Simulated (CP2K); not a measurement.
Consider tetrachloroethylene at its PBE geometry (Å).

```xyz
6

Cl   -1.9638    0.8405    0.3115
C    -0.3397    0.5589   -0.1785
Cl    0.3679    1.7909   -1.1473
C     0.3397   -0.5589    0.1785
Cl    1.9638   -0.8405   -0.3115
Cl   -0.3679   -1.7909    1.1473
```

Method: CP2K XAS_TDP, all-electron GAPW, PBEh(45%), aug-pc-1, TDA, GW2X-corrected core level, no relativity.

Where do the C K-edge lines lie, and how strong are they?

Leading lines: C2 287.60 eV. The leading line of an atom is its first one with 35 % of the strongest within 2.5 eV of its lowest line over the strength cut. Core ionisation energies at this level: C2 293.98 eV.

The first six lines of each atom with a strength over 0.0015:

```csv
atom,energy (eV),states,"strength, one atom",above the computed threshold
"C2 (bonded to C and 2 Cl), 2 alike",287.60,1,0.0566,
,288.97,1,0.0584,
,289.40,1,0.0293,
,291.65,1,0.0038,
,293.62,1,0.0106,
,293.75,1,0.0017,
```

Lines are vertical, at one geometry, with no vibrational structure. GW2X ionisation energies and lines can be off by 1 to 2 eV either way, and a good line position may hide errors that cancel. These values hold no scalar relativity, about 0.1 eV for C 1s. Rydberg lines, and the discretised continuum above threshold, depend on the basis and the box.

[Banner, clock and machine lines of the logs are left out without a mark of their own.]

[Logs are printed without paths, hosts, clocks, repeated set-up lines and the standing remarks that a program may print on its own settings, such as how far it seeks lower states.]

[Hosts, paths, dates, database ids (printed as entryN), source tags and the programs' standing remarks are cut or masked in the printed files.]
